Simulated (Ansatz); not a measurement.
# How Cd(0001) screens a field, part 2 of 2

Aim: image plane and induced charge of Cd(0001).

Ansatz 0.2.0; plane-wave DFT, PBE, Ansatz PAW (the session's first sound run).

So far. Step 9 (Single point, field 0.4 V/Å): The dipole is 0.297 e·Å.

### 10. The response

This step: plane-wave DFT, PBE, Ansatz PAW; screening of a field by a metal slab (Ansatz 0.2.0).

The dipoles give the slope, and the difference of two potentials shows where the field is screened.

This step gave:

| Quantity | Value |
| --- | --- |
| equivalent conductor thickness p/(ε₀AE) | 17.42 Å |
| distance between the outer atoms | 14.05 Å |
| inner field over outer field | 0.001463 |
| image plane, upper face | 1.687 Å |
| induced electrons on the upper face over ε₀E | -0.9988 |
| image plane, lower face | 1.687 Å |
| induced electrons on the lower face over ε₀E | 0.9986 |

Table of dipole of the cell by applied field:

```tsv
applied field (V/Å)	dipole of the cell (e·Å)
-0.200	-0.148
-0.100	-0.0740
-0.050	-0.0370
0.000	0
0.050	0.0370
0.100	0.0740
0.200	0.148
0.400	0.297
```

Local field over the applied field, running mean. From the potentials at -0.05 and 0.05 V/Å; running mean over 2.81 Å. Table of local field over applied field by z:

z (Å), local field over applied field and a bar:
```
        5      0.975 ##############################
        6      0.881 ###########################
        7      0.610 ###################
        8      0.278 #########
        9      0.054 ##
       10      0.005 
       11      0.009 
       12      0.001 
       13      0.003 
       14      0.001 
       15      0.001 
       16      0.002 
       17      0.001 
       18      0.001 
       19      0.003 
       20      0.001 
       21      0.009 
       22      0.005 
       23      0.047 #
       24      0.263 ########
       25      0.593 ##################
       26      0.872 ###########################
       27      0.973 ##############################
```

Electrons, planar mean, per unit field. The induced electron density by z:

```tsv
z (Å)	induced electron density (e/Å³ per V/Å)
5	1.1e-4
6	5.5e-4
7	0.00223
8	0.00305
9	-3.1e-4
10	9.0e-5
11	-2.9e-6
12	-8.5e-5
13	9.8e-5
14	-3.5e-5
15	9.0e-7
16	1.2e-6
17	-4.7e-6
18	2.9e-5
19	-8.9e-5
20	7.1e-5
21	3.9e-5
22	-1.6e-4
23	3.6e-4
24	-0.00284
25	-0.00236
26	-5.9e-4
27	-1.2e-4
```

By hand: between -0.05 and 0.05 V/Å the dipole changes by 0.07404 e·Å, a slope of 0.7404 e·Å²/V. A perfect conductor of thickness t has p = ε₀AEt, so t = 180.95 × 0.7404 / 7.691 = 17.42 Å (e/ε₀ = 180.95 V·Å, A in Å²). Less the 14.05 Å between the outer atoms, and halved, that puts each image plane 1.68 Å out.

The induced dipole is that of a conductor 17.42 Å thick.

### 11. Varying the input

This step: plane-wave DFT, PBE, Ansatz PAW (Ansatz 0.2.0).

An input spoilt on purpose, to show how the run answers: it repeats the earlier run at 0.05 V/Å with efield.axis from 3 to 0, and scf.max_iter set to 80.

input.yaml reads:

```yaml
crystal:
  lattice:
    - [2.98, 0.0, 0.0]
    - [1.49, 2.5807557033, 0.0]
    - [0.0, 0.0, 32.0507]
  atoms:
    - { symbol: Cd, position: [0.6666666667, 0.6666666667, 0.2808050994] }
    - { symbol: Cd, position: [0.0, 0.0, 0.3684830597] }
    - { symbol: Cd, position: [0.6666666667, 0.6666666667, 0.4561610199] }
    - { symbol: Cd, position: [0.0, 0.0, 0.5438389801] }
    - { symbol: Cd, position: [0.6666666667, 0.6666666667, 0.6315169403] }
    - { symbol: Cd, position: [0.0, 0.0, 0.7191949006] }
kpoints:
  mp_grid: { grid: [18, 18, 1] }
hamiltonian:
  xc: pbe
scf:
  occupations: { method: fermi_dirac, width: 0.1 }
  convergence: { dr2_threshold: 1.0e-10 }
  max_iter: 80
efield:
  axis: 0
  dipole_correction: true
  ramp_position: 0.97
  ramp_width: 0.06
  amplitude: 0.05
output:
  forces: true
  write_potential: true
  write_density: true
  volumetric_format: npy
```

Run with:

```
> ansatz run input.yaml --threads 4 --pin off --max-ram 6144MiB --backend cpu --events-out ev --progress --plain --runs-dir out
```

Numbers of over 12 decimals in the logs are rounded to 6 here.

The program printed:

```text
Error: invalid value for `efield.axis`: must be in [1, 3]; got 0
```

The job ended after 0.02 s (4 threads of Arm Neoverse V2, shared host; peak memory 0.03 GiB).

The input was rejected at the start.

The program's message: “Error: invalid value for `efield.axis`: must be in [1, 3]; got 0”

The fault put into the input: an axis of 0, outside the range 1 to 3.

### 12. The same run with other settings

This step: plane-wave DFT, PBE, Ansatz PAW, but for the change named below (Ansatz 0.2.0).

Another changed input: it repeats the earlier run at 0.05 V/Å with scf.mixing.preconditioner to local_kerker, hamiltonian.pseudopotentials to kind: paw_fr and magnetization to noncollinear: true, spin_orbit: true.

Edit input.yaml of step 11 so:

```diff
@@ -16,2 +16,3 @@
   xc: pbe
+  pseudopotentials: { kind: paw_fr }
 scf:
@@ -19,5 +20,5 @@
   convergence: { dr2_threshold: 1.0e-10 }
-  max_iter: 80
+  mixing: { preconditioner: local_kerker }
 efield:
-  axis: 0
+  axis: 3
   dipole_correction: true
@@ -31 +32,4 @@
   volumetric_format: npy
+magnetization:
+  noncollinear: true
+  spin_orbit: true
```

The program printed:

```text
[...]
non-collinear run that drives no moment, with spin-orbit: no starting moment large enough to seed its density (crystal.atoms[].spin), no starting occupations that ask for one, no magnetisation constraint and no magnetic field, so the semilocal B_xc is pinned to zero
Crystal: 6 atoms, lattice volume = 246.491 Å³
Basis set: ecut = 420 eV, 4715 PW (Γ), exchange–correlation on 40×40×432 points (8 copies of the dense FFT grid, shifted against one another)
Bands: 144, of which v1, the nominal top of the filled ones, is band 120 counted from 1 (119 counted from 0)
Symmetry: 6 space group operations + 6 with time reversal
k-points: 37 of 324 (time reversal used)
Projection manifold: j_resolved (fully-relativistic pseudo-atomic orbitals)
[...]
spin=Noncollinear: local-Kerker preconditioning applied to the charge; magnetization (m_x, m_y, m_z) channels mix plain (no charge-response kernel on spin).
[...]
SCF iter  26: F=-49542.656411 eV  HF=-49542.656411 eV  |F-HF|=2.18e-11  |Δ(HF+E_count)|=  7.28e-11  Δρ=1.78e-8  dr2=2.22e-11  dr2_m=0.00e0 (ungated)  ethr=1.00e-12  |M|=0.00e0 ∫|m|=0.00e0 μB  |m|>n=0.0e0 m-floor=0.0e0 τ_xc=0.0e0  p=0.037 e·Å  D=2.72e-2 V/Å  ΔV_dip=-0.87 eV  dr2_dipole=1.18e-12  V_vac-E_F(+/−)=4.13/3.53 eV  ⟨swp⟩=5.5  Hψ=17583  notcnv=0
SCF 1 converged in 26 iterations: F = -49542.656411 eV  dr2 = 2.22e-11
[...]
SCF converged after 26 iterations
Stability not checked: this state was not tested for a lower state beside it, because the mixer in use, unlike msr1, does not test its closes by its own steps (another_mixer; see scf.mixing.algorithm and scf.lower_state_search)
an eigenvalue changed by more than its tolerance at an iteration that met the thresholds in force, so the SCF went on 2 times, its first undamped step at iteration 23: the last check found none over its tolerance
Magnetization: |M| = 0.0000 μB,  M = (+0.0000, +0.0000, +0.0000) μB
Absolute magnetization: 0.0000 μB (∫|m|)
  site 0: m = (+0.0000, +0.0000, +0.0000) μB, |m| = 0.0000 μB  (R = 1.23 Å)
  site 1: m = (+0.0000, +0.0000, +0.0000) μB, |m| = 0.0000 μB  (R = 1.23 Å)
  site 2: m = (+0.0000, +0.0000, +0.0000) μB, |m| = 0.0000 μB  (R = 1.23 Å)
  site 3: m = (+0.0000, +0.0000, +0.0000) μB, |m| = 0.0000 μB  (R = 1.23 Å)
  site 4: m = (+0.0000, +0.0000, +0.0000) μB, |m| = 0.0000 μB  (R = 1.23 Å)
  site 5: m = (+0.0000, +0.0000, +0.0000) μB, |m| = 0.0000 μB  (R = 1.23 Å)
Free energy (F): -49542.656411 eV
[...]
Internal energy: -49542.615639 eV  (E = F + TS)
E sigma→0 (E₀):  -49542.636025 eV
Entropy (-TS):   -0.040773 eV (-6.795 meV/atom)
Fermi energy:    5.905655 eV
Dipole field:    D = 0.027167 V/Å  (p = 0.037006 e·Å, saw-weighted, corrected)
Work function:   not extracted (applied field tilts the vacuum); planar V_es + V_field profile in the machine report
[...]
--- Forces (eV/Å), atoms counted from 1 ---
  atom   1  Cd    -0.00000000    -0.00000000    -0.09662597
  atom   2  Cd    -0.00000000     0.00000000     0.01015735
  atom   3  Cd    -0.00000000    -0.00000000    -0.02450545
  atom   4  Cd     0.00000000     0.00000000     0.02465021
  atom   5  Cd     0.00000000    -0.00000000    -0.01174064
  atom   6  Cd     0.00000000     0.00000000     0.09806457
  max |Σ_I F_I| component: 7.83e-8 eV/Å
--- Band table (eV; the first three rows and the last of 37) ---
  k-point 0: bands = [... 116 lower, 0.5172, 0.5172, 1.9472, 1.9472, 3.5489, 3.5489, 5.3290, 5.3290, ... 20 higher]
  k-point 1: bands = [... 116 lower, 0.5949, 0.5949, 2.0087, 2.0087, 3.6566, 3.6566, 5.4123, 5.4123, ... 20 higher]
  k-point 2: bands = [... 116 lower, 0.8215, 0.8215, 2.1929, 2.1929, 3.9713, 3.9714, 5.6608, 5.6609, ... 20 higher]
  k-point 36: bands = [... 116 lower, 6.4548, 6.4550, 6.8643, 6.8643, 6.9426, 6.9443, 7.0587, 7.0598, ... 20 higher]
```

Run time: 4.3 min. Hardware: 4 threads; peak memory 3.3 GiB; 17 min of CPU time.

This step gave:

```
energy at zero smearing : -49542.6360 eV
dipole along the normal : 0.03701 e·Å
```

Force by atom:

```tsv
atom	x (eV/Å)	y (eV/Å)	z (eV/Å)	size
Cd1	0.0000	0.0000	-0.0966	0.0966
Cd2	0.0000	0.0000	0.0102	0.0102
Cd3	0.0000	0.0000	-0.0245	0.0245
Cd4	0.0000	0.0000	0.0247	0.0247
Cd5	0.0000	0.0000	-0.0117	0.0117
Cd6	0.0000	0.0000	0.0981	0.0981
```

```tsv
quantity	this run	earlier run	difference
dipole along the normal (e·Å)	0.03701	0.03702	-1.2e-5
```

The dipole moves by under 0.5 % or 5e-5 e·Å. The run took 26 SCF cycles against 11.

### 13. What came out

- work function: 3.84 eV
- image plane, upper face: 1.69 Å
- induced electrons on the upper face over ε₀E: -0.999
- equivalent conductor thickness p/(ε₀AE): 17.4 Å
- inner field over outer field: 0.00146

What this shows: The induced charge has its centre 1.69 Å outside the outermost atoms; this is the plane from which a capacitor's gap or an image potential counts. The equivalent conductor thickness exceeds the distance between the outer atoms by 3.37 Å, about the sum of the two image-plane distances. In the middle of the slab the field is screened to under 0.5 % of its outer value. The atoms are held at bulk positions with the tabulated experimental lattice constant. Spin-orbit coupling enters in a check alone.

[Logs are printed without paths, hosts, clocks, repeated set-up lines and the standing remarks that a program may print on its own settings, such as how far it seeks lower states.]

[Hosts, paths, dates, database ids (printed as entryN), source tags and the programs' standing remarks are cut or masked in the printed files.]

[Maps of the electrostatic potential energy from Ansatz leave out the sawtooth potential of an applied field or a dipole correction, so their vacuum need not be flat; planar profiles and work functions include it.]
